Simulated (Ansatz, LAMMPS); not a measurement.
**A faulty run on Li+ PF6- in diethyl carbonate and 1,3-dioxolane at 300 K (100 atoms)**

Program: Ansatz 0.2.0. The cell: 21 C, 13 O, 42 H, 3 P, 18 F and 3 Li.

Contents of input.yaml:

```yaml
crystal:
  lattice:
    - [10.57902, 0.0, 0.0]
    - [0.0, 10.57902, 0.0]
    - [0.0, 0.0, 10.57902]
  atoms:
    - { symbol: C, position: [0.15914, 0.08597, 0.40484] }
    - { symbol: C, position: [0.15183, 0.97338, 0.48412] }
    - { symbol: O, position: [0.27708, 0.919, 0.50506] }
    - { symbol: C, position: [0.3109, 0.83169, 0.42173] }
    - { symbol: O, position: [0.25148, 0.78562, 0.33489] }
    - { symbol: O, position: [0.42806, 0.7918, 0.46017] }
    - { symbol: C, position: [0.49166, 0.69003, 0.39557] }
    - { symbol: C, position: [0.63215, 0.71926, 0.3699] }
    - { symbol: H, position: [0.21776, 0.1608, 0.44512] }
    - { symbol: H, position: [0.06944, 0.13565, 0.38337] }
    - { symbol: H, position: [0.21438, 0.06817, 0.3161] }
    - { symbol: H, position: [0.12528, 0.99947, 0.57599] }
    - { symbol: H, position: [0.08441, 0.91074, 0.4444] }
    - { symbol: H, position: [0.48253, 0.6047, 0.45938] }
    - { symbol: H, position: [0.4458, 0.67182, 0.30024] }
    - { symbol: H, position: [0.69146, 0.74484, 0.4468] }
    - { symbol: H, position: [0.63245, 0.8029, 0.31388] }
    - { symbol: H, position: [0.67845, 0.63069, 0.32382] }
    [... 76 atom lines left out ...]
    - { symbol: F, position: [0.40174, 0.01895, 0.95342] }
    - { symbol: F, position: [0.46279, 0.83843, 0.07125] }
    - { symbol: F, position: [0.58075, 0.02821, 0.07717] }
    - { symbol: Li, position: [0.81756, 0.31088, 0.65017] }
    - { symbol: Li, position: [0.57787, 0.2102, 0.13921] }
    - { symbol: Li, position: [0.268, 0.80747, 0.96304] }
kpoints:
  mp_grid: { grid: [1, 1, 1] }
hamiltonian:
  xc: pbe
  dispersion: d4
scf:
  occupations: { method: gaussian, width: 0.025 }
  max_iter: 75
output:
  forces: true
```

The run is started by

```sh
> ansatz run input.yaml --threads 4 --pin off --max-ram 8192MiB --backend cpu --events-out ev --progress --plain --runs-dir out
```

Numbers of over 12 decimals in the logs are rounded to 6 here.

Log:

```text
Engine: ansatz 0.2.0, aarch64-unknown-linux-gnu
Pseudopotentials: kind: paw
Pseudopotential: C, paw, valence charge 4, recommended cutoff 420 eV (normal), C.paw.azcp
Pseudopotential: O, paw, valence charge 6, recommended cutoff 420 eV (normal), O.paw.azcp
Pseudopotential: H, paw, valence charge 1, recommended cutoff 420 eV (normal), H.paw.azcp
Pseudopotential: P, paw, valence charge 5, recommended cutoff 420 eV (normal), P.paw.azcp
Pseudopotential: F, paw, valence charge 7, recommended cutoff 420 eV (normal), F.paw.azcp
Pseudopotential: Li, paw, valence charge 3, recommended cutoff 420 eV (normal), Li.paw.azcp
Functional definition: PBE
  parameter kappa = 0.804
  parameter beta = 0.066725
  exchange = pbe_x(kappa = kappa, mu = beta*pi^2/3)
  correlation = pbe_c(beta = beta)
Crystal: 100 atoms, lattice volume = 1183.958 Å³
Basis set: ecut = 420 eV, 23031 PW (Γ), exchange–correlation on 144×144×144 points (8 copies of the dense FFT grid, shifted against one another)
Bands: 277, of which v1, the nominal top of the filled ones, is band 177 counted from 1 (176 counted from 0)
Symmetry: 1 space group operations
Space group: P1 (ITA 1), of the structure as read, at distance tolerance 1.1e-4 Å
k-points: 1
Non-local potential: C, projectors of the file, l = 0: 2, l = 1: 2, l = 2: 1
Non-local potential: O, projectors of the file, l = 0: 2, l = 1: 2, l = 2: 1
Non-local potential: H, projectors of the file, l = 0: 2, l = 1: 1
Non-local potential: P, projectors of the file, l = 0: 2, l = 1: 2, l = 2: 2
Non-local potential: F, projectors of the file, l = 0: 2, l = 1: 2, l = 2: 1
Non-local potential: Li, projectors of the file, l = 0: 3, l = 1: 2, l = 2: 1
PAW form: soft (Blöchl's): semilocal exchange-correlation on the pseudo side does not see the compensation charge
PAW one-centre angular grid: C, 110 points (default); XC on 64 Gauss nodes
PAW one-centre angular grid: O, 110 points (default); XC on 64 Gauss nodes
PAW one-centre angular grid: H, 110 points (default); XC on 64 Gauss nodes
PAW one-centre angular grid: P, 110 points (default); XC on 64 Gauss nodes
PAW one-centre angular grid: F, 110 points (default); XC on 64 Gauss nodes
PAW one-centre angular grid: Li, 110 points (default); XC on 64 Gauss nodes
Initial density: superposition of atomic densities (neutral atoms: chi_scale 0, normalization atom), corrected by the library's trained network
Initial wavefunctions: pseudopotential atomic-orbital guess
Functional: x = pbe(κ = 0.804, μ = 0.219515), c = pbe(β = 0.066725)
SCF iter   1: F=—  HF=-32632.300445 eV  |F-HF|=—  |Δ(HF+E_count)|=         —  Δρ=6.72e-1  dr2=1.37e4  ethr=1.77e-3  ⟨swp⟩=39.0  Hψ=5749  notcnv=0  defer=86
preconditioner: auto → Resta (q_TF=auto, 2.231 Å⁻¹)  ε∞=2.6  [insulator: Δε(μ)=0.105 eV  Ē_g=14.222 eV  σ=0.025 eV  W_gap=1.00  n_scr=250 (ndim 8)  ℏωp=17.9 eV  f_vac=0.308  D(μ)=1.12/eV (n_scr^D=0)  ε∞_Penn≈2.6  vacuum switching on, ρ_ref=1.5e-2 e/Å³]
SCF iter   2: F=—  HF=-32011.029597 eV  |F-HF|=—  |Δ(HF+E_count)|=    6.21e2  Δρ=5.69e-1  dr2=1.28e4  ethr=1.77e-3  ⟨swp⟩=30.0  Hψ=4771  notcnv=0  defer=99
SCF iter   3: F=—  HF=-30433.886945 eV  |F-HF|=—  |Δ(HF+E_count)|=    1.58e3  Δρ=3.40e-1  dr2=1.63e3  ethr=1.77e-3  ⟨swp⟩=15.0  Hψ=2267  notcnv=0  defer=88
automatic band count: iteration 3 solves 269 bands in place of 277: the levels show a gap, and the empty bands left out lie too high to hold charge; the band table lists the bands solved (type scf.n_extra_bands for more)
SCF iter   4: F=—  HF=-30158.762548 eV  |F-HF|=—  |Δ(HF+E_count)|=    2.75e2  Δρ=1.87e-1  dr2=3.41e2  ethr=1.77e-3  ⟨swp⟩=9.0  Hψ=1543  notcnv=0  defer=74
automatic band count: iteration 4 solves 277 bands in place of 269: the levels no longer show a gap clear of their residuals, so the SCF keeps every band
SCF iter   5: F=—  HF=-30030.962052 eV  |F-HF|=—  |Δ(HF+E_count)|=    1.28e2  Δρ=8.44e-2  dr2=6.77e1  ethr=1.77e-3  ⟨swp⟩=5.0  Hψ=814  notcnv=0  defer=95
SCF iter   6: F=—  HF=-30007.249481 eV  |F-HF|=—  |Δ(HF+E_count)|=    2.37e1  Δρ=3.95e-2  dr2=3.48e1  ethr=1.77e-3  ⟨swp⟩=7.0  Hψ=707  notcnv=0  defer=93
SCF iter   7: F=—  HF=-30010.507734 eV  |F-HF|=—  |Δ(HF+E_count)|=    3.26e0  Δρ=3.31e-2  dr2=1.89e1  ethr=1.77e-3  ⟨swp⟩=7.0  Hψ=614  notcnv=0  defer=95
SCF iter   8: F=—  HF=-30006.880015 eV  |F-HF|=—  |Δ(HF+E_count)|=    3.63e0  Δρ=1.80e-2  dr2=7.37e0  ethr=1.77e-3  ⟨swp⟩=5.0  Hψ=478  notcnv=0  defer=96
SCF iter   9: F=—  HF=-30005.141064 eV  |F-HF|=—  |Δ(HF+E_count)|=    1.74e0  Δρ=9.72e-3  dr2=2.63e0  ethr=1.77e-3  ⟨swp⟩=7.0  Hψ=357  notcnv=0  defer=94
SCF iter  10: F=—  HF=-30004.438179 eV  |F-HF|=—  |Δ(HF+E_count)|=   7.03e-1  Δρ=4.12e-3  dr2=3.17e-1  ethr=7.44e-4  ⟨swp⟩=7.0  Hψ=489  notcnv=0  defer=94
[...]
SCF iter  21: F=—  HF=-30004.383723 eV  |F-HF|=—  |Δ(HF+E_count)|=   1.07e-2  Δρ=1.15e-2  dr2=4.10e0  ethr=2.68e-5  ⟨swp⟩=2.0  Hψ=215  notcnv=0  defer=94
SCF iter  22: F=—  HF=-30004.360269 eV  |F-HF|=—  |Δ(HF+E_count)|=   2.35e-2  Δρ=3.32e-3  dr2=3.41e-1  ethr=2.68e-5  ⟨swp⟩=7.0  Hψ=223  notcnv=0  defer=94
SCF iter  23: F=—  HF=-30004.354344 eV  |F-HF|=—  |Δ(HF+E_count)|=   5.92e-3  Δρ=2.87e-3  dr2=2.54e-1  ethr=2.68e-5  ⟨swp⟩=2.0  Hψ=347  notcnv=0  defer=94
SCF iter  24: F=—  HF=-30004.347559 eV  |F-HF|=—  |Δ(HF+E_count)|=   6.79e-3  Δρ=1.99e-3  dr2=1.23e-1  ethr=2.68e-5  ⟨swp⟩=1.0  Hψ=181  notcnv=0  defer=94
SCF iter  25: F=—  HF=-30004.344946 eV  |F-HF|=—  |Δ(HF+E_count)|=   2.61e-3  Δρ=1.32e-3  dr2=5.40e-2  ethr=2.68e-5  ⟨swp⟩=1.0  Hψ=181  notcnv=0  defer=94
SCF iter  26: F=—  HF=-30004.343658 eV  |F-HF|=—  |Δ(HF+E_count)|=   1.29e-3  Δρ=6.03e-4  dr2=1.12e-2  ethr=1.53e-5  ⟨swp⟩=1.0  Hψ=181  notcnv=0  defer=94
SCF iter  27: F=—  HF=-30004.343387 eV  |F-HF|=—  |Δ(HF+E_count)|=   2.71e-4  Δρ=1.64e-4  dr2=8.17e-4  ethr=3.17e-6  ⟨swp⟩=2.0  Hψ=182  notcnv=0  defer=94
SCF iter  28: F=—  HF=-30004.344720 eV  |F-HF|=—  |Δ(HF+E_count)|=   1.33e-3  Δρ=1.71e-4  dr2=8.93e-4  ethr=2.31e-7  ⟨swp⟩=2.0  Hψ=210  notcnv=0  defer=94
SCF iter  29: F=—  HF=-30004.344702 eV  |F-HF|=—  |Δ(HF+E_count)|=   1.80e-5  Δρ=5.90e-5  dr2=1.05e-4  ethr=2.31e-7  ⟨swp⟩=2.0  Hψ=182  notcnv=0  defer=94
SCF iter  30: F=-30004.344699 eV  HF=-30004.344699 eV  |F-HF|=2.59e-7  |Δ(HF+E_count)|=   2.26e-6  Δρ=3.81e-6  dr2=3.63e-7  ethr=2.82e-10  ⟨swp⟩=7.0  Hψ=908  notcnv=0
WARN: dispersion: an atom stands within reach of a switch of its C6 between two reference coordination numbers of its element: through that C6 alone, e_disp changes by 0.025 eV or more while the distances to its neighbours run over a stretch of 0.05 Å that contains this geometry (sites counted from 0 in the run's list of atoms or, [...]
SCF 1 converged in 30 iterations: F = -30004.344699 eV  dr2 = 3.63e-7
[...]
SCF converged after 30 iterations
Free energy (F): -30004.344699 eV
Harris-Foulkes:  -30004.344699 eV  (|F-HF|=2.59e-7)
Internal energy: -30004.344699 eV  (E = F + TS)
E sigma→0 (E₀):  -30004.344699 eV
Entropy (-TS):   -0.000000 eV (-0.000 meV/atom)
Fermi energy:    2.387862 eV
--- Per-component energies (eV) ---
  E_band       = -3562.271927
  E_kinetic    = 8820.583950
  E_local      = -37089.140060  (includes V_loc(G=0)·N_el)
  E_nonlocal   = 2620.273380
  E_hartree    = 14507.554283
  E_xc         = -3988.865698
  E_vxc        = -5011.854301  (∫ρ·V_xc dr)
  E_paw        = -9571.657139  (= ΣΔE_a)
  E_vpaw       = -1917.225634  (= ΣTr[D̂ρ^β])
  E_aug_tail   = 0.007430  (compensation charges beyond the density's cutoff)
  E_ewald      = -5298.427497
  E_disp       = -4.673349  (pairwise vdW)
  E_smearing   = -0.000000  (= −TS)
  E_closure    = -0.000000  (closes the sum)
  Σ components = -30004.344699   (vs F -30004.344699, Δ=0.00e0)
--- Forces (eV/Å), atoms counted from 1 ---
  atom   1  C      1.24795618     2.13160600    -1.89368509
  atom   2  C      0.72218319     0.15854472     0.19062099
  atom   3  O     -0.71669498     0.18440433    -0.36570719
  atom   4  C      1.33017491    -1.60538997     0.34881799
  atom   5  O     -0.25706793     0.32223153    -0.10311891
  atom   6  O     -0.00599605     0.50259842    -0.24432632
  atom   7  C      0.04983308    -1.12538020    -0.17103570
  atom   8  C     -0.67574158    -1.79696301    -0.77744069
  atom   9  H      0.12003696     0.11504130     0.68272906
  atom  10  H      0.07360941    -0.65946704    -0.00108149
  atom  11  H     -0.89373295    -0.20215174     0.20215771
  atom  12  H     -0.67968963     0.23592041     1.55053394
  atom  13  H     -0.40748313    -1.39202843    -0.27257710
  atom  14  H     -0.06823058     0.65117763    -0.72232142
[...]
atom  99  Li     2.07280931     1.11639426    -0.23095572
  atom 100  Li    -0.27619986    -0.34403283     0.27714387
  max |Σ_I F_I| component: 6.89e-4 eV/Å
```

Run time: 27 s. Hardware: 4 threads of Arm Neoverse V2, shared host; peak memory 1.3 GiB; 1.7 min of CPU time.

In the SCF lines HF is the Harris–Foulkes energy and dr2 the Hartree energy of the density residual, in eV; the loop may stop once dr2 is under the threshold and the program's other checks hold. Hψ counts applications of the Hamiltonian.

Q: Name the fault and the fix.

Atoms that overlap: crystal.atoms[70].position = [0.42042267, 0.13707, 0.14048].

The fix is to restore the position.

The run converged all the same, so the exit status doesn't show the fault.

[Logs are printed without paths, hosts, clocks, repeated set-up lines and the standing remarks that a program may print on its own settings, such as how far it seeks lower states.]

[Hosts, paths, dates, database ids (printed as entryN), source tags and the programs' standing remarks are cut or masked in the printed files.]
